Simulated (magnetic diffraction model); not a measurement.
**Which magnetic order? TbHoGa₆**

Space group P6_3/mmc (no. 194), a = 6.0690 Å, c = 9.0220 Å.

```
site  atom       x       y    z
  2c    Ho     2/3     1/3  3/4
  2a    Tb       0       0    0
  6h    Ga  0.1856  0.8144  3/4
  6g    Ga       0     1/2    0
```

The compound is invented for this exercise: a known structure type with other elements, its cell scaled to their sizes and not relaxed.

Only Ho and Tb are taken to order (form factors of Ho3+ and Tb3+); orders and moment sizes are assumed, and not adapted to the symmetry. Radiation: neutrons of λ = 4.2 Å, 3° to 100°; isotropic B of 0.3 Å² (Ho), 0.23 Å² (Tb) and 0.28 Å² (Ga). Simulated constant-wavelength pattern: nuclear and magnetic terms add, the magnetic one as |2.695 fm × Σ f S⊥ exp(2πi Q·r) exp(−B s²)|², summed over all Q at one angle with the factor 1/(sin²θ cos θ). For collinear order S is the moment m, which repeats by lattice and centring translations R with the sign exp(−2πi k·R). Free-ion form factors, Sears's scattering lengths of 1992, no absorption; a label names one of the reflections at its angle. The strongest nuclear line in the range is 100, and lines under 0.2 are left out.

Above the ordering temperature:

```tsv
2θ (°)	index	I
47.10	(1 0 0)	90.9
55.09	(1 0 1)	19.3
55.49	(0 0 2)	0.9
75.68	(1 0 2)	100.0
87.58	(1 1 0)	11.2
```

Below it (cell unchanged):

```tsv
2θ (°)	I
26.74	1346.7
42.82	494.9
47.10	90.9
47.44	646.9
55.09	19.3
55.49	0.9
58.89	1489.7
65.53	897.5
75.25	6.7
75.68	100.0
75.94	340.6
78.61	435.5
85.22	828.9
87.58	11.2
87.83	202.0
93.71	1089.7
```

**Question.** Check that the new lines index with k = (0 1/2 1/2), then choose among these models:
A. collinear moments along [120], 6.4 μB on Ho and 5.1 μB on Tb; signs + at (2/3, 1/3, 3/4), + at (1/3, 2/3, 1/4), − at (0, 0, 0), + at (0, 0, 1/2)
B. collinear moments along [001], 6.4 μB on Ho and 5.1 μB on Tb; signs + at (2/3, 1/3, 3/4), + at (1/3, 2/3, 1/4), − at (0, 0, 0), + at (0, 0, 1/2)
C. collinear moments along [120], 6.4 μB on Ho and 5.1 μB on Tb; signs + at (2/3, 1/3, 3/4), − at (1/3, 2/3, 1/4), − at (0, 0, 0), − at (0, 0, 1/2)
D. collinear moments along [001], 6.4 μB on Ho and 5.1 μB on Tb; signs + at (2/3, 1/3, 3/4), − at (1/3, 2/3, 1/4), − at (0, 0, 0), − at (0, 0, 1/2)

The new lines index as (0 1/2 1/2) at 26.74°, (1 -1/2 1/2) at 42.82°, (0 1/2 3/2) at 47.44° and (1 -1/2 3/2) at 58.89°, that is as H ± k with k = (0 1/2 1/2), one of 3 inequivalent arms of its star (k and −k counted as one), which a powder can't tell apart. Half indices mean that the moments reverse under translations with k·R a half-integer, and the magnetic cell has twice the primitive volume.

Magnetic intensity, observed (below minus above) and for each model:

| 2θ (°) | index | observed | A | B | C | D |
| --- | --- | --- | --- | --- | --- | --- |
| 26.74 | (0 1/2 1/2) | 1346.7 | 1346.7 | 3968.2 | 656.7 | 1935.1 |
| 42.82 | (1 -1/2 1/2) | 494.9 | 494.9 | 444.6 | 2678.7 | 2406.5 |
| 47.44 | (0 1/2 3/2) | 646.9 | 646.9 | 211.8 | 1325.1 | 433.8 |
| 58.89 | (1 -1/2 3/2) | 1489.7 | 1489.7 | 738.2 | 276.2 | 136.9 |
| 65.53 | (1 1/2 1/2) | 897.5 | 897.5 | 1881.3 | 438.7 | 919.6 |
| 75.25 | (0 3/2 1/2) | 6.7 | 6.7 | 177.8 | 36.0 | 954.5 |
| 75.94 | (0 1/2 5/2) | 340.6 | 340.6 | 40.1 | 696.1 | 82.0 |
| 85.22 | (1 -1/2 5/2) | 828.9 | 828.9 | 216.5 | 154.8 | 40.4 |

Model A matches.

The structure used: k = (0 1/2 1/2), collinear moments along [120], 6.4 μB on Ho and 5.1 μB on Tb; signs + at (2/3, 1/3, 3/4), + at (1/3, 2/3, 1/4), − at (0, 0, 0), + at (0, 0, 1/2).

[Logs are printed without paths, hosts, clocks, repeated set-up lines and the standing remarks that a program may print on its own settings, such as how far it seeks lower states.]
